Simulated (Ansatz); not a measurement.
# Au-Pd-Au stack of (100) layers: phonons along a line and the smearing

Wanted: frequencies of Au-Pd-Au stack of (100) layers solved wavevector by wavevector at several smearings. The first relaxation steps of the session are not shown, so no cell shown is the starting entry, unless a step says so.

Calculated with Ansatz 0.2.0; DFT PBE, scalar-relativistic, plane waves, PAW; PAW set soft_1.

**1. The cell after earlier relaxation steps**

The cell holds 3 atoms: 2 Au and 1 Pd. Cell: a = 2.776 Å, b = 2.776 Å, c = 31.580 Å, α = 90.0°, β = 90.0°, γ = 90.0°. Vacuum lies along c.

**2. Tight relaxation**

Phonons are second derivatives about the minimum, so the remaining forces must be small: the thresholds are tightened. Earlier relaxation steps are not shown.

The input, input.yaml:

```yaml
crystal:
  lattice:
    - [2.7755650314, 0.0, 0.0]
    - [0.0, 2.7755650314, 0.0]
    - [0.0, 0.0, 31.5799999848]
  atoms:
    - { symbol: Au, position: [0.0, 0.0, 0.1693484039] }
    - { symbol: Pd, position: [0.5, 0.5, 0.2357504751] }
    - { symbol: Au, position: [0.0, 0.0, 0.3021525463] }
  periodic: [true, true, false]
kpoints:
  mp_grid: { grid: [9, 9, 1] }
hamiltonian:
  xc: pbe
  pseudopotentials: { kind: paw, azcp: { folder: soft_1 } }
scf:
  occupations: { method: methfessel_paxton, width: 0.2 }
output:
  forces: true
  stress: true
  eigenvalues: true
  write_density: true
  write_potential: true
  elf: true
  volumetric_format: npy
relax:
  adjacent_minimum: "off"
  f_tol: 0.001
  max_steps: 60
  cell: { stress_2d_tol: 0.002 }
```

Started as:

```sh
> ansatz run input.yaml --threads 4 --pin off --max-ram 12288MiB --backend cpu --events-out ev --progress --plain --runs-dir out
```

The runs that follow: phonons along a line: Fermi–Dirac smearing of 0.1 eV; wavevectors along a line: Fermi–Dirac smearing of 0.25 eV; wavevectors along a line: Fermi–Dirac smearing of 0.04 eV; phonons along a line: Methfessel–Paxton smearing of 0.2 eV; smearing and the soft branch.

**Question.** What will these runs give for the lowest branch at the last solved point, Fermi–Dirac 0.1 eV; and lowest branch at the last solved point, Fermi–Dirac 0.25 eV?

No branch softens by more than 4 % of the top frequency as the smearing narrows, so no anomaly that hangs on the smearing shows at these points. The line holds 5 wavevectors, so a narrow dip between them would be missed. Between Fermi–Dirac 0.25 eV and Fermi–Dirac 0.04 eV the largest change, with modes counted by rank of frequency, is in mode 5 at |q| = 0.990 Å⁻¹, from 85.0 to 89.5 cm⁻¹. Where branches cross, a count by rank can hide a softening. At the narrowest width the k mesh may not resolve the Fermi surface, so part of the change can be mesh noise.

| Quantity | Value |
| --- | --- |
| phonon run of the rows without a label of their own | PBE, k 16×16×1 |
| lowest branch at the last solved point, Fermi–Dirac 0.1 eV | 32.2 cm⁻¹ at \|q\| = 0.990 Å⁻¹ |
| lowest branch at the last solved point, Fermi–Dirac 0.25 eV | 34.8 cm⁻¹ at \|q\| = 0.990 Å⁻¹ |
| lowest branch at the last solved point, Fermi–Dirac 0.04 eV | 31.5 cm⁻¹ at \|q\| = 0.990 Å⁻¹ |
| lowest branch at the last solved point, Methfessel–Paxton 0.2 eV | 31.3 cm⁻¹ at \|q\| = 0.990 Å⁻¹ |

Spin–orbit coupling, left out here, matters for Au. The structure was built by hand as an ordered model, and its stability against other phases was not tested.

[Logs are printed without paths, hosts, clocks, repeated set-up lines and the standing remarks that a program may print on its own settings, such as how far it seeks lower states.]

[Hosts, paths, dates, database ids (printed as entryN), source tags and the programs' standing remarks are cut or masked in the printed files.]
